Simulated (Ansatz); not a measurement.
# ZrC (Fm-3m): thermal expansion under pressure, part 3 of 3

Aim: how pressure changes the thermal expansion of ZrC.

Ansatz 0.2.0; DFT PBE, scalar-relativistic, plane waves, PAW.

So far, principal linear expansion coefficients at 298 K (× 1e-6/K): step 6 (phonons on strained cells, pressure 2 GPa) 5.98.

The database entry behind the starting cell differs from later determinations by our own check (an axis about 0.7 % long against later determinations), so it need not match the best structure at ambient conditions.

## 8. The quasi-harmonic study, pressure 10 GPa

The study relaxes the crystal at several strains, solves the phonons on some of them and minimises the free energy at each temperature (static energy, vibrations, the electrons in a metal, and PV under a set pressure); the q-mesh sets how far the force constants reach.

File input.yaml:

```yaml
crystal:
  lattice:
    - [0.0, 2.3220588597, 2.3220588597]
    - [2.3220588597, 0.0, 2.3220588597]
    - [2.3220588597, 2.3220588597, 0.0]
  atoms:
    - { symbol: Zr, position: [0.5, 0.5, 0.5] }
    - { symbol: C, position: [0.0, 0.0, 0.0] }
kpoints:
  mp_grid: { grid: [16, 16, 16] }
hamiltonian:
  xc: pbe
scf:
  occupations: { method: methfessel_paxton, width: 0.2 }
output:
  eigenvalues: true
phonons:
  method: dfpt
  qmesh: [4, 4, 4]
  temperatures: { t_max: 1200.0, t_step: 50 }
  thermal_expansion: { pressure: 10.0 }
```

Launch:

```sh
$ ansatz run input.yaml --threads 4 --pin off --max-ram 8192MiB --backend cpu --events-out ev --progress --plain --runs-dir out
```

Numbers of over 12 decimals in the logs are rounded to 6 here.

Log:

```text
[...]
Crystal: 2 atoms, lattice volume = 25.041 Å³
Basis set: ecut = 487.2 eV, 609 PW (Γ), exchange–correlation on 48×48×48 points (8 copies of the dense FFT grid, shifted against one another)
Bands: 12, of which v1, the nominal top of the filled ones, is band 8 counted from 1 (7 counted from 0)
Symmetry: 48 space group operations
[...]
k-points: 145 of 4096
[...]
SCF iter   1: F=—  HF=-4436.466527 eV  |F-HF|=—  |Δ(HF+E_count)|=         —  Δρ=9.21e-4  dr2=7.34e-5  ethr=1.77e-3  ⟨swp⟩=5.0  Hψ=8706  notcnv=0
[...]
SCF iter   7: F=-4436.466373 eV  HF=-4436.466373 eV  |F-HF|=8.19e-12  |Δ(HF+E_count)|=  6.37e-12  S|Δr|=    0.00e0  Δρ=2.80e-7  dr2=1.07e-11  ethr=1.00e-12  ⟨swp⟩=5.8  Hψ=6907  notcnv=0
SCF 1 converged in 7 iterations: F = -4436.466373 eV  dr2 = 1.07e-11
[...]
relax step   1: F+E_penalty+E_count = -4436.46637262 eV  Δ(F+E_penalty+E_count) = +0.000e0 eV  max|allowed force component| = 6.285e-29 eV/Å  Δτ_max = 0.0000 Å  (7 SCF iters, accepted)
SCF converged after 7 iterations
[...]
Free energy (F): -4436.466373 eV
[...]
Internal energy: -4436.466170 eV  (E = F + TS)
E sigma→0 (E₀):  -4436.466322 eV
Entropy (-TS):   -0.000203 eV (-0.101 meV/atom)
Fermi energy:    15.478445 eV
[...]
--- Stress (GPa, compression-positive) ---
       10.004872       0.000000      -0.000000
        0.000000      10.004872       0.000000
       -0.000000       0.000000      10.004872
  P = ⅓ Tr σ = 10.0049 GPa (100.049 kbar)
--- Band table (eV; the first three rows and the last of 145) ---
  k-point 0: bands = [... 4 lower, 4.0494, 16.4257, 16.4257, 16.4257, 16.5889, 16.5889, 16.5889, 18.4003]
  k-point 1: bands = [... 4 lower, 4.1444, 15.6646, 15.8663, 15.8663, 16.8112, 16.8112, 17.1459, 18.9304]
  k-point 2: bands = [... 4 lower, 4.4193, 14.6941, 15.0607, 15.0607, 17.1124, 17.1124, 17.5903, 20.0037]
  k-point 144: bands = [... 4 lower, 5.9357, 12.7576, 13.1272, 13.1272, 18.8721, 18.8721, 21.4210, 22.8598]
── thermal expansion: 3 new cells, 3 in all ──
thermal expansion: relaxation of cell 2
thermal expansion: relaxation of cell 3
── thermal expansion: 2 new cells, 5 in all ──
thermal expansion: relaxation of cell 4
thermal expansion: lower-state search of cell 4
thermal expansion: electrons of cell 4
thermal expansion: phonons of cell 4
thermal expansion: relaxation of cell 5
thermal expansion: electrons of cell 1
thermal expansion: electrons of cell 2
thermal expansion: electrons of cell 3
thermal expansion: electrons of cell 5
thermal expansion: phonons of cell 5
── thermal expansion: 5 new cells, 10 in all ──
thermal expansion: relaxation of cell 6
thermal expansion: relaxation of cell 7
thermal expansion: relaxation of cell 8
thermal expansion: relaxation of cell 9
thermal expansion: relaxation of cell 10
thermal expansion: electrons of cell 6
thermal expansion: electrons of cell 7
thermal expansion: electrons of cell 8
thermal expansion: electrons of cell 9
thermal expansion: electrons of cell 10
thermal expansion: phonons of cell 6
thermal expansion: phonons of cell 7
--- Relaxed structure (1 steps of the walk, 1 accepted, 0 SCFs on fresh bases) ---
  F+E_penalty+E_count = -4436.46637262 eV   max|allowed force component| = 6.285e-29 eV/Å
  atoms:
    - { symbol: Zr, position: [0.500000, 0.500000, 0.500000] }
    - { symbol: C, position: [0.0, 0.0, 0.0] }
--- Thermal expansion: 10 cells in 3 rounds, 10 GPa ---
  no lower state was reached at cell 4; its state was not examined: fill_not_monotonic
  without vibrations: a 3.28390, b 3.28390, c 3.28390 Å, V 25.0412 Å³, B 261.56 GPa
  at 0 K: a 3.28950, b 3.28950, c 3.28950 Å, V 25.1696 Å³, B 257.72 GPa
  zero-point expansion: a +0.171, b +0.171, c +0.171, V +0.513 %
[...]
0.00    3.28950    3.28950    3.28950    25.1696 |    0.00    0.00    0.00    0.00 |    7.64 |     0.000     0.000 |   257.72   257.72
   150.00    3.29005    3.29005    3.29005    25.1821 |    2.82    2.82    2.82    8.45 |   12.03 |    21.086    21.044 |   256.71   257.22
   298.15    3.29200    3.29200    3.29200    25.2270 |    4.90    4.90    4.90   14.71 |       - |    37.396    37.148 |   253.89   255.59
   400.00    3.29377    3.29377    3.29377    25.2677 |    5.57    5.57    5.57   16.71 |   15.82 |    42.518    42.090 |   251.64   254.19
   550.00    3.29667    3.29667    3.29667    25.3345 |    6.11    6.11    6.11   18.32 |   16.91 |    46.395    45.696 |   248.15   251.94
   700.00    3.29978    3.29978    3.29978    25.4062 |    6.43    6.43    6.43   19.29 |   17.67 |    48.464    47.489 |   244.54   249.56
   850.00    3.30302    3.30302    3.30302    25.4812 |    6.67    6.67    6.67   20.01 |   18.26 |    49.791    48.533 |   240.85   247.10
  1000.00    3.30638    3.30638    3.30638    25.5590 |    6.88    6.88    6.88   20.63 |   18.75 |    50.775    49.222 |   237.08   244.56
  1150.00    3.30984    3.30984    3.30984    25.6393 |    7.06    7.06    7.06   21.19 |   19.19 |    51.588    49.728 |   233.24   241.97
  1200.00    3.31102    3.31102    3.31102    25.6666 |    7.13    7.13    7.13   21.38 |   19.32 |    51.838    49.872 |   231.95   241.09
[...]
vibrations' free energy: its fit passes through its cells
[...]
free energies summed between the sampled wave vectors
[...]
the FFT grids of the static calculations differ: 24 × 24 × 24, 25 × 25 × 25
```

Elapsed: 25 min, on 4 threads of Arm Neoverse V1, shared host; peak memory 3.6 GiB; 1.6 h of CPU time.

This step gave:

* pressure: 10.00 GPa
* volume expansion coefficient at 298 K: 14.71 1e-6/K
* C_P at 298 K: 18.70 J/mol-atom/K
* entropy at 298 K: 16.19 J/mol-atom/K
* isothermal bulk modulus at 298 K: 253.9 GPa
* Grüneisen parameter at 298 K: 1.528
* volume at 298 K: 12.61 Å³/atom
* principal linear expansion coefficients at 298 K: 4.904, 4.904, 4.904 1e-6/K

Strained cells of the study; zero-point energy where phonons were solved; the pressures are stresses at a fixed cutoff and can carry an offset from the finite basis. Expansion cells, by row:

```
cell  |a| (Å)  |b| (Å)  |c| (Å)  V (Å³/atom)  E - E_lowest (meV/atom)  pressure, compression positive (GPa)  gap (eV)  zero-point energy (meV/atom)
   1    3.284    3.284    3.284        12.52                    15.39                                 9.992         -                             -
   2     3.31     3.31     3.31        12.82                    2.224                                 4.022         -                             -
   3    3.258    3.258    3.258        12.22                    39.78                                 16.54         -                             -
   4    3.284    3.284    3.284        12.52                    15.23                                  9.94         -                         72.47
   5    3.301    3.301    3.301        12.71                    5.767                                 6.141         -                         70.91
   6    3.308    3.308    3.308         12.8                    2.759                                 4.401         -                         70.17
   7    3.321    3.321    3.321        12.95                        0                                 1.807         -                         69.01
   8    3.252    3.252    3.252        12.15                    47.48                                 18.23         -                             -
   9    3.268    3.268    3.268        12.34                    29.09                                 13.96         -                             -
  10    3.339    3.339    3.339        13.16                    0.063                                -1.874         -                             -
```

Quasi-harmonic; a, b, c are the run's own cell vectors. Expansion, by row:

```
T (K)  a (Å)  b (Å)  c (Å)  alpha (deg)  beta (deg)  gamma (deg)  cell volume (Å³/cell)  alpha_a (1e-6/K)  alpha_b (1e-6/K)  alpha_c (1e-6/K)  alpha_V (1e-6/K)  C_P (J/mol-atom/K)  C_V (J/mol-atom/K)  S (J/mol-atom/K)  B_T (GPa)  B_S (GPa)  Grueneisen  extrapolation  fit error (1e-6/K)
    0  3.289  3.289  3.289           60          60           60                  25.17                 0                 0                 0                 0                   0                   0                 0      257.7      257.7           -              0                   0
   50   3.29   3.29   3.29           60          60           60                  25.17              0.33              0.33              0.33                 1               1.287               1.287             0.371      257.7      257.7       1.512              0                   0
  100   3.29   3.29   3.29           60          60           60                  25.17              1.65              1.65              1.65              4.95                6.13               6.125             2.716      257.4      257.6       1.576              0                   0
  150   3.29   3.29   3.29           60          60           60                  25.18              2.82              2.82              2.82              8.45               10.54               10.52             6.062      256.7      257.2       1.563              0                   0
  200  3.291  3.291  3.291           60          60           60                  25.19              3.73              3.73              3.73              11.2               14.11               14.06             9.605      255.9      256.8       1.547              0                   0
  250  3.291  3.291  3.291           60          60           60                  25.21              4.42              4.42              4.42             13.26                16.8               16.71             13.06      254.9      256.2       1.535              0                   0
298.1  3.292  3.292  3.292           60          60           60                  25.23               4.9               4.9               4.9             14.71                18.7               18.57             16.19      253.9      255.6       1.528              0                   0
  300  3.292  3.292  3.292           60          60           60                  25.23              4.92              4.92              4.92             14.76               18.76               18.63              16.3      253.8      255.6       1.527              0                   0
  350  3.293  3.293  3.293           60          60           60                  25.25              5.29              5.29              5.29             15.87               20.19               20.02             19.31      252.8      254.9       1.523              0                0.01
  400  3.294  3.294  3.294           60          60           60                  25.27              5.57              5.57              5.57             16.71               21.26               21.05             22.08      251.6      254.2        1.52              0                0.01
  450  3.295  3.295  3.295           60          60           60                  25.29              5.79              5.79              5.79             17.36               22.07               21.81             24.63      250.5      253.5       1.519              0                0.01
  500  3.296  3.296  3.296           60          60           60                  25.31              5.96              5.96              5.96             17.89                22.7               22.39             26.99      249.3      252.7       1.518              0                0.01
  550  3.297  3.297  3.297           60          60           60                  25.33              6.11              6.11              6.11             18.32                23.2               22.85             29.18      248.2      251.9       1.518              0                0.01
  600  3.298  3.298  3.298           60          60           60                  25.36              6.23              6.23              6.23             18.69               23.61               23.21             31.21        247      251.2       1.518              0                0.01
  650  3.299  3.299  3.299           60          60           60                  25.38              6.34              6.34              6.34             19.01               23.94                23.5             33.12      245.8      250.4       1.519              0                0.01
  700    3.3    3.3    3.3           60          60           60                  25.41              6.43              6.43              6.43             19.29               24.23               23.75              34.9      244.5      249.6        1.52              0                0.01
  750  3.301  3.301  3.301           60          60           60                  25.43              6.52              6.52              6.52             19.55               24.48               23.95             36.58      243.3      248.8       1.521              0                0.01
  800  3.302  3.302  3.302           60          60           60                  25.46               6.6               6.6               6.6             19.79                24.7               24.12             38.17      242.1      247.9       1.523              0                0.01
  850  3.303  3.303  3.303           60          60           60                  25.48              6.67              6.67              6.67             20.01                24.9               24.27             39.67      240.8      247.1       1.524              0                0.01
  900  3.304  3.304  3.304           60          60           60                  25.51              6.74              6.74              6.74             20.23               25.07               24.39              41.1      239.6      246.3       1.526              0                   0
  950  3.305  3.305  3.305           60          60           60                  25.53              6.81              6.81              6.81             20.43               25.24               24.51             42.46      238.3      245.4       1.527              0                   0
 1000  3.306  3.306  3.306           60          60           60                  25.56              6.88              6.88              6.88             20.63               25.39               24.61             43.76      237.1      244.6       1.529              0                0.01
 1050  3.308  3.308  3.308           60          60           60                  25.59              6.94              6.94              6.94             20.82               25.53                24.7                45      235.8      243.7       1.531              0                0.01
 1100  3.309  3.309  3.309           60          60           60                  25.61                 7                 7                 7             21.01               25.66               24.79             46.19      234.5      242.8       1.533              0                0.01
 1150   3.31   3.31   3.31           60          60           60                  25.64              7.06              7.06              7.06             21.19               25.79               24.86             47.34      233.2        242       1.535              0                0.01
 1200  3.311  3.311  3.311           60          60           60                  25.67              7.13              7.13              7.13             21.38               25.92               24.94             48.44      231.9      241.1       1.537              0                0.02
```

Table of expansion coefficient by temperature; values in 1e-6/K:

```
temperature (K)  volume  principal 1
              0       0            0
             50       1         0.33
            100    4.95         1.65
            150    8.45         2.82
            200    11.2         3.73
            250    13.3         4.42
            298    14.7          4.9
            300    14.8         4.92
            350    15.9         5.29
            400    16.7         5.57
            450    17.4         5.79
            500    17.9         5.96
            550    18.3         6.11
            600    18.7         6.23
            650    19.0         6.34
            700    19.3         6.43
            750    19.6         6.52
            800    19.8          6.6
            850    20.0         6.67
            900    20.2         6.74
            950    20.4         6.81
           1000    20.6         6.88
           1050    20.8         6.94
           1100    21.0            7
           1150    21.2         7.06
           1200    21.4         7.13
```

Changing the pressure (2 → 10 GPa) takes the volume expansion at 298 K from 17.9 to 14.7 × 10⁻⁶/K and B_T from 222 to 254 GPa.

## 9. Summary of results

| Item | Value |
| --- | --- |
| settings of these figures | PBE, 487.2 eV, k 16×16×16, q 4×4×4, 2 GPa |
| volume expansion coefficient at 298 K | 17.94 1e-6/K |
| C_P at 298 K | 19.21 J/mol-atom/K |
| entropy at 298 K | 17.19 J/mol-atom/K |
| isothermal bulk modulus at 298 K | 221.7 GPa |
| Grüneisen parameter at 298 K | 1.641 |
| volume at 298 K | 13.05 Å³/atom |
| principal linear expansion coefficients at 298 K | 5.979, 5.979, 5.979 1e-6/K |

**Reading.** Near room temperature and at 2 GPa ZrC expands by 17.9 × 10⁻⁶/K in volume by PBE, with C_P = 19.2 J/(mol K) per mole of atoms and B_T = 222 GPa. C_P at room temperature is 77 % of the classical 3R an atom, so the stiffest modes are still partly frozen out. In this metal the study includes the electrons' free energy, which adds a term that grows with temperature, so the heat capacities need not level off at 3R. Going from 2 to 10 GPa changes the volume expansion at 298 K from 17.9 to 14.7 × 10⁻⁶/K; since α = γC_V/(B V), it follows the bulk modulus (222 → 254 GPa) and the Grüneisen parameter (1.6 → 1.5).

[Logs are printed without paths, hosts, clocks, repeated set-up lines and the standing remarks that a program may print on its own settings, such as how far it seeks lower states.]

[Hosts, paths, dates, database ids (printed as entryN), source tags and the programs' standing remarks are cut or masked in the printed files.]

[A step with changed settings may run another functional than the one named; its input shows which.]
